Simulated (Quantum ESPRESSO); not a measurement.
## Projected density of states of magnetic Cobalt

Aim: the densities of states of Cobalt in the lowest state of several starts.

Method: LDA; plane waves with GBRV 1.5 LDA potentials, no spin-orbit coupling, in Quantum ESPRESSO 7.5.

## 1. The structure

Symmetry: P6_3/mmc, No. 194, hexagonal system. The conventional cell has a = 2.507 Å, b = 2.507 Å, c = 4.070 Å, α = 90.00°, β = 90.00°, γ = 120.00°. Nearest to Co lie 12 Co at 2.50 to 2.51 Å.

Coordinates:

```cif
data_structure
_symmetry_space_group_name_H-M 'P6_3/mmc'
_symmetry_Int_Tables_number 194
_cell_length_a 2.5074
_cell_length_b 2.5074
_cell_length_c 4.0699
_cell_angle_alpha 90.000
_cell_angle_beta 90.000
_cell_angle_gamma 120.000
_cell_volume 22.16
loop_
_atom_site_label
_atom_site_type_symbol
_atom_site_symmetry_multiplicity
_atom_site_Wyckoff_symbol
_atom_site_fract_x
_atom_site_fract_y
_atom_site_fract_z
_atom_site_occupancy
Co1 Co 2 c 0.33333 0.66667 0.25000 1
```

The cell comes from the Crystallography Open Database.

## 2. Ground-state run

This state came out lowest in a comparison of starts that is told elsewhere.

File pw.in:

```
&CONTROL
  calculation = 'scf'
  prefix = 'pwscf'
  outdir = './tmp'
  pseudo_dir = './pseudo'
  disk_io = 'low'
/
&SYSTEM
  ibrav = 0
  celldm(1) = 8
  nat = 2
  ntyp = 1
  ecutwfc = 40
  ecutrho = 280
  nbnd = 30
  occupations = 'smearing'
  smearing = 'fd'
  degauss = 0.00734986
  nspin = 2
  starting_magnetization(1) = 0.1176
/
&ELECTRONS
  conv_thr = 4d-09
  electron_maxstep = 150
  mixing_beta = 0.3
/
ATOMIC_SPECIES
Co     58.9332 co_lda_v1.2.uspp.F.UPF
CELL_PARAMETERS alat
   0.5922874106108    0.0000000000000    0.0000000000000
  -0.2961437053054    0.5129359439191    0.0000000000000
   0.0000000000000    0.0000000000000    0.9613745443268
ATOMIC_POSITIONS crystal
Co      0.3333333333    0.6666666667    0.2500000000
Co      0.6666666667    0.3333333333    0.7500000000
K_POINTS automatic
12 12 6 0 0 0
```

Command:

```bash
$ OMP_NUM_THREADS=1 mpirun -n 4 pw.x -nk 4 -in pw.in > pw.out
```

The program printed:

```text
Program PWSCF v.7.5 starts

     Message from routine setup:
     using ibrav=0 with symmetry is DISCOURAGED, use correct ibrav instead

     K-points division:     npool     =       4
     Subspace diagonalization in iterative solution of the eigenvalue problem:

     bravais-lattice index     =            0
     lattice parameter (alat)  =       8.0000  a.u.
     unit-cell volume          =     149.5403 (a.u.)^3
     number of atoms/cell      =            2
     number of atomic types    =            1
     number of electrons       =        34.00
     number of Kohn-Sham states=           30
     kinetic-energy cutoff     =      40.0000  Ry
     charge density cutoff     =     280.0000  Ry
     scf convergence threshold =      4.0E-09
     mixing beta               =       0.3000
     number of iterations used =            8  plain     mixing
     Exchange-correlation= SLA  PZ   NOGX NOGC
                           (   1   1   0   0   0   0   0)

     celldm(1)=   8.000000  celldm(2)=   0.000000  celldm(3)=   0.000000
     celldm(4)=   0.000000  celldm(5)=   0.000000  celldm(6)=   0.000000

     crystal axes: (cart. coord. in units of alat)
               a(1) = (   0.592287   0.000000   0.000000 )
               a(2) = (  -0.296144   0.512936   0.000000 )
               a(3) = (   0.000000   0.000000   0.961375 )

     reciprocal axes: (cart. coord. in units 2 pi/alat)
               b(1) = (  1.688370  0.974781 -0.000000 )
               b(2) = (  0.000000  1.949561  0.000000 )
               b(3) = (  0.000000 -0.000000  1.040177 )

     PseudoPot. # 1 for Co read from file:
     co_lda_v1.2.uspp.F.UPF
     Pseudo is Ultrasoft + core correction, Zval = 17.0

     atomic species   valence    mass     pseudopotential
     Co               17.00    58.93320     Co( 1.00)

     Starting magnetic structure
     atomic species   magnetization
     Co              0.118

     24 Sym. Ops., with inversion, found (12 have fractional translation)

   Cartesian axes

     site n.     atom                  positions (alat units)
         1        Co     tau(   1) = (  -0.0000000   0.3419573   0.2403436  )
         2        Co     tau(   2) = (   0.2961437   0.1709786   0.7210309  )

     number of k points=    76  Fermi-Dirac smearing, width (Ry)=  0.0073
                       cart. coord. in units 2pi/alat
        k(    1) = (   0.0000000   0.0000000   0.0000000), wk =   0.0011574
        k(    2) = (   0.0000000   0.0000000   0.1733629), wk =   0.0023148
        k(    3) = (   0.0000000   0.0000000   0.3467258), wk =   0.0023148
        k(    4) = (   0.0000000   0.0000000  -0.5200887), wk =   0.0011574
        k(    5) = (   0.0000000   0.1624634   0.0000000), wk =   0.0069444
        [... 71 further k-points ...]

     Dense  grid:    11825 G-vectors     FFT dimensions: (  25,  25,  48)

     Smooth grid:     5191 G-vectors     FFT dimensions: (  20,  20,  32)

     Check: negative core charge=   -0.000055
     Generating pointlists ...
     new r_m :   0.2433 (alat units)  1.9467 (a.u.) for type    1

     Initial potential from superposition of free atoms

     starting charge      32.0000, renormalised to      34.0000
     Starting wfcs are   26 randomized atomic wfcs +    4 random wfcs

     Self-consistent Calculation

     iteration #  1     ecut=    40.00 Ry     beta= 0.30
     Davidson diagonalization with overlap
     ethr =  1.00E-02,  avg # of iterations =  4.8

     total energy              =    -593.25537821 Ry
     estimated scf accuracy    <      15.20254517 Ry

     total magnetization       =     2.02 Bohr mag/cell
     absolute magnetization    =     2.08 Bohr mag/cell

     iteration #  2     ecut=    40.00 Ry     beta= 0.30
     Davidson diagonalization with overlap
     ethr =  1.00E-02,  avg # of iterations =  2.0

     total energy              =    -596.52177057 Ry
     estimated scf accuracy    <       0.85165998 Ry

     total magnetization       =     3.02 Bohr mag/cell
     absolute magnetization    =     3.17 Bohr mag/cell

     [... further iterations left out ...]

     iteration # 11     ecut=    40.00 Ry     beta= 0.30
     Davidson diagonalization with overlap
     ethr =  9.72E-11,  avg # of iterations =  1.0

     total energy              =    -596.67633626 Ry
     estimated scf accuracy    <          8.1E-09 Ry

     total magnetization       =     3.32 Bohr mag/cell
     absolute magnetization    =     3.56 Bohr mag/cell

     iteration # 12     ecut=    40.00 Ry     beta= 0.30
     Davidson diagonalization with overlap
     ethr =  2.38E-11,  avg # of iterations =  1.1

     Magnetic moment per site  (integrated on atomic sphere of radius R)
     atom   1 (R=0.243)  charge= 15.6187  magn=  1.7154
     atom   2 (R=0.243)  charge= 15.6187  magn=  1.7154

     End of self-consistent calculation

     Number of k-points >= 100: set verbosity='high' to print the bands.

     the Fermi energy is    17.5662 ev

!    total energy              =    -596.67633626 Ry
     estimated scf accuracy    <          1.2E-10 Ry
     smearing contrib. (-TS)   =      -0.00480879 Ry
     internal energy E=F+TS    =    -596.67152747 Ry

     The total energy is F=E-TS. E is the sum of the following terms:
     one-electron contribution =    -313.81071443 Ry
     hartree contribution      =     177.83468161 Ry
     xc contribution           =     -64.44413458 Ry
     ewald contribution        =    -396.25136006 Ry

     total magnetization       =     3.32 Bohr mag/cell
     absolute magnetization    =     3.56 Bohr mag/cell

     convergence has been achieved in  12 iterations

=------------------------------------------------------------------------------=
   JOB DONE.
=------------------------------------------------------------------------------=
```

The job ended after 7.7 s (4 MPI ranks of Arm Neoverse V2, shared host; peak memory 0.27 GiB).

Spin moment in the atom's sphere by atom:

```tsv
atom	spin moment in the atom's sphere (μB)
Co1	1.72
Co2	1.72
```

Numbers from this step:

```yaml
smearing_term_ts: 0.06543 eV
magnetization: 3.318 μB
absolute_magnetization: 3.562 μB
final_state: ferromagnetic
```

## 3. Projected density of states

File projwfc.in:

```
&PROJWFC
  prefix = 'pwscf'
  outdir = './tmp'
  filpdos = 'pdos'
  ngauss = 0
  degauss = 0.01
  DeltaE = 0.05
  Emin = 8.57
  Emax = 22.57
/
```

Command:

```bash
$ OMP_NUM_THREADS=1 mpirun -n 4 projwfc.x -nk 4 -in projwfc.in > projwfc.out
```

The program printed:

```text
[banner, memory and clock lines left out]
Program PROJWFC v.7.5 starts

     [... lines left out ...]
     IMPORTANT: XC functional enforced from input :
     Exchange-correlation= PZ
                           (   1   1   0   0   0   0   0)
     Any further DFT definition will be discarded
     Please, verify this is what you really want

     G-vector sticks info

     Check: negative core charge=   -0.000055

     Gaussian broadening (read from input): ngauss,degauss=   0    0.010000

     Calling projwave ....

  Problem Sizes
  natomwfc =           26
  nbnd     =           30
  nkstot   =          152
  npwx     =          660
  nkb      =           36

     Atomic states used for projection
     (read from pseudopotential files):

     state #   1: atom   1 (Co ), wfc  1 (l=0 m= 1)
     state #   2: atom   1 (Co ), wfc  2 (l=1 m= 1)
     state #   3: atom   1 (Co ), wfc  2 (l=1 m= 2)
     state #   4: atom   1 (Co ), wfc  2 (l=1 m= 3)
     state #   5: atom   1 (Co ), wfc  3 (l=2 m= 1)
     state #   6: atom   1 (Co ), wfc  3 (l=2 m= 2)
     state #   7: atom   1 (Co ), wfc  3 (l=2 m= 3)
     state #   8: atom   1 (Co ), wfc  3 (l=2 m= 4)
     state #   9: atom   1 (Co ), wfc  3 (l=2 m= 5)
     state #  10: atom   1 (Co ), wfc  4 (l=0 m= 1)
     state #  11: atom   1 (Co ), wfc  5 (l=1 m= 1)
     state #  12: atom   1 (Co ), wfc  5 (l=1 m= 2)
     state #  13: atom   1 (Co ), wfc  5 (l=1 m= 3)
     state #  14: atom   2 (Co ), wfc  1 (l=0 m= 1)
     state #  15: atom   2 (Co ), wfc  2 (l=1 m= 1)
     state #  16: atom   2 (Co ), wfc  2 (l=1 m= 2)
     state #  17: atom   2 (Co ), wfc  2 (l=1 m= 3)
     state #  18: atom   2 (Co ), wfc  3 (l=2 m= 1)
     state #  19: atom   2 (Co ), wfc  3 (l=2 m= 2)
     state #  20: atom   2 (Co ), wfc  3 (l=2 m= 3)
     state #  21: atom   2 (Co ), wfc  3 (l=2 m= 4)
     state #  22: atom   2 (Co ), wfc  3 (l=2 m= 5)
     state #  23: atom   2 (Co ), wfc  4 (l=0 m= 1)
     state #  24: atom   2 (Co ), wfc  5 (l=1 m= 1)
     state #  25: atom   2 (Co ), wfc  5 (l=1 m= 2)
     state #  26: atom   2 (Co ), wfc  5 (l=1 m= 3)

 [... projections of the bands left out ...]

Lowdin Charges:

     Atom #   1: total charge =  16.9809, s =  2.3628, p =  7.0925, d =  7.5256,
                 spin up      =   9.3240, s =  1.1732,
                 spin up      =   9.3240, p =  3.5045, pz=  1.1680, px=  1.1683, py=  1.1683,
                 spin up      =   9.3240, d =  4.6462, dz2=  0.9212, dxz=  0.9350, dyz=  0.9350, dx2-y2=  0.9275, dxy=  0.9275,
                 spin down    =   7.6569, s =  1.1895,
                 spin down    =   7.6569, p =  3.5880, pz=  1.1981, px=  1.1949, py=  1.1949,
                 spin down    =   7.6569, d =  2.8794, dz2=  0.5797, dxz=  0.5719, dyz=  0.5719, dx2-y2=  0.5779, dxy=  0.5779,
                 polarization =   1.6670, s = -0.0163, p = -0.0835, d =  1.7668,
     Atom #   2: total charge =  16.9809, s =  2.3628, p =  7.0925, d =  7.5256,
                 spin up      =   9.3240, s =  1.1732,
                 spin up      =   9.3240, p =  3.5045, pz=  1.1680, px=  1.1683, py=  1.1683,
                 spin up      =   9.3240, d =  4.6462, dz2=  0.9212, dxz=  0.9350, dyz=  0.9350, dx2-y2=  0.9275, dxy=  0.9275,
                 spin down    =   7.6569, s =  1.1895,
                 spin down    =   7.6569, p =  3.5880, pz=  1.1981, px=  1.1949, py=  1.1949,
                 spin down    =   7.6569, d =  2.8794, dz2=  0.5797, dxz=  0.5719, dyz=  0.5719, dx2-y2=  0.5779, dxy=  0.5779,
                 polarization =   1.6670, s = -0.0163, p = -0.0835, d =  1.7668,
     Spilling Parameter:   0.0011
```

The job ended after 1.3 s (4 MPI ranks; peak memory 0.05 GiB).

The density of states has structure finer than the step of the table below, so its rows give means over 0.5 eV, whole bins alone (the curve runs from -9.00 to 5.05 eV). Peaks (eV: height): up -4.30: 1.98, -3.40: 2.44, -2.25: 3.15, -0.75: 4.26; down -2.05: 2.18, -0.60: 2.99, 1.20: 3.98, 3.35: 0.579; Co1 d up -3.40: 1.08, -2.25: 1.48, -0.75: 2.11; Co1 d down -2.05: 0.915, -0.60: 1.37, 1.20: 1.97.

Gaussian broadening of 0.136 eV on the SCF mesh. Table of density of states by energy, zero at the Fermi level; means over each step; values in states/eV/cell:

```tsv
energy (eV)	up	down	Co1 d up	Co1 d down
-8.5	0.0465	0.0345	4.4e-5	0
-8.0	0.0761	0.0584	3.1e-4	7.8e-5
-7.5	0.0792	0.0747	7.7e-4	2.9e-4
-7.0	0.124	0.131	0.00232	0.00126
-6.5	0.140	0.0879	0.00559	0.00180
-6.0	0.196	0.195	0.0133	0.00600
-5.5	0.305	0.136	0.0456	0.00740
-5.0	0.895	0.242	0.279	0.0203
-4.5	1.57	0.387	0.620	0.0583
-4.0	1.67	0.647	0.722	0.178
-3.5	2.05	0.908	0.909	0.302
-3.0	1.91	1.33	0.874	0.532
-2.5	2.97	1.46	1.39	0.607
-2.0	2.50	1.75	1.17	0.731
-1.5	1.82	1.46	0.869	0.651
-1.0	3.02	2.52	1.49	1.15
-0.5	1.66	2.47	0.800	1.13
0.0	0.418	1.53	0.154	0.722
0.5	0.183	1.63	0.0482	0.793
1.0	0.443	3.05	0.110	1.50
1.5	0.206	1.34	0.0437	0.634
2.0	0.213	0.346	0.0373	0.122
2.5	0.290	0.454	0.0478	0.151
3.0	0.184	0.163	0.0271	0.0453
3.5	0.301	0.365	0.0409	0.0889
4.0	0.169	0.173	0.0207	0.0393
4.5	0.133	0.335	0.0147	0.0663
```

## 4. Results

| Property | Result |
| --- | --- |
| state | ferromagnetic |
| largest moment in a sphere | 1.72 μB |

**Reading.** Distinct peaks of the density of states (up) stand at -4.30, -3.40, -2.25, -0.75 and 1.00 eV; the one at -0.746 eV is strongest. These are Kohn–Sham states without spin–orbit coupling, on the mesh of the self-consistent run. Energies are free energies at an electronic temperature of 1160 K, which lowers moments and differences where the moments are itinerant.

[Logs and program files are shortened in this print: banners, set-up blocks, solver, clock and traceback lines can be left out without a mark of their own.]

[Logs are printed without paths, hosts, clocks, repeated set-up lines and the standing remarks that a program may print on its own settings, such as how far it seeks lower states.]

[Hosts, paths, dates, database ids (printed as entryN), source tags and the programs' standing remarks are cut or masked in the printed files.]

[Where a cell is said to come from a database of computed structures, the database is the Materials Project.]
